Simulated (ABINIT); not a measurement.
An input for ABINIT 10.8.3 (WS2 (Tungstenite)):

```
acell 3*1.0 Angstrom
rprim 
  3.153199999992 0.000000000002 0.000000000000
  -1.576599999998 2.730751303206 0.000000000000
  0.000000000000 0.000000000000 12.323000000000
ntypat 2
znucl 74 16
natom 6
typat 1 1 2 2 2 2
xred 
  0.333333333333 0.666666666667 0.250000000000
  0.666666666667 0.333333333333 0.750000000000
  0.333333333333 0.666666666667 0.622500000000
  0.666666666667 0.333333333333 0.122500000000
  0.333333333333 0.666666666667 0.877500000000
  0.666666666667 0.333333333333 0.377500000000
pp_dirpath "pseudos"
pseudos "W.upf, S.upf"
ecut 31
ngkpt 12 12 4
nshiftk 1
shiftk 0 0 0
kptopt 1
chksymbreak 0
istwfk *1
occopt 1
irdwfk 1
optdriver 99
bs_calctype 1
mbpt_sciss 0.725 eV
bs_loband 25
nband 28
bs_exchange_term 1
bs_coulomb_term 21
bs_coupling 0
bs_algorithm 1
bs_freq_mesh 0 6 0.05 eV
zcut 0.1 eV
ecuteps 3
ecutwfn 15.5
inclvkb 2
mdf_epsinf 17.41
irdden 1
indata_prefix "in"
outdata_prefix "out"
tmpdata_prefix "tmp"
```

```sh
OMP_NUM_THREADS=1 mpirun -n 4 abinit run.abi > log
```

Q: Estimate wall time and host memory on 4 MPI ranks of Arm Neoverse V1, shared host.

It took 3.5 min; on shared hardware allow 1.7 min to 6.9 min. Peak host memory was 1.7 GiB.

The kernel grows as the square of the matrix size, and full diagonalisation as its cube.

[Paths, hosts, dates, memory and timing lines, banners, echoed tables and standing remarks are left out of the program output.]

[Logs are printed without paths, hosts, clocks, repeated set-up lines and the standing remarks that a program may print on its own settings, such as how far it seeks lower states.]

[Runs of the session that timed out or met a known fault of the program may be left out.]

[Hosts, paths, dates, database ids (printed as entryN), source tags and the programs' standing remarks are cut or masked in the printed files.]

[G0W0 gaps are taken among the corrected bands and points alone; a level outside them can change the order at an edge.]

[Where Ansatz stands beside ABINIT at settings called matched, ABINIT's density can come from a denser mesh and the files from another edition; pairs whose starting gaps differed by over 0.03 eV were left out, so agreement reads better than it is.]
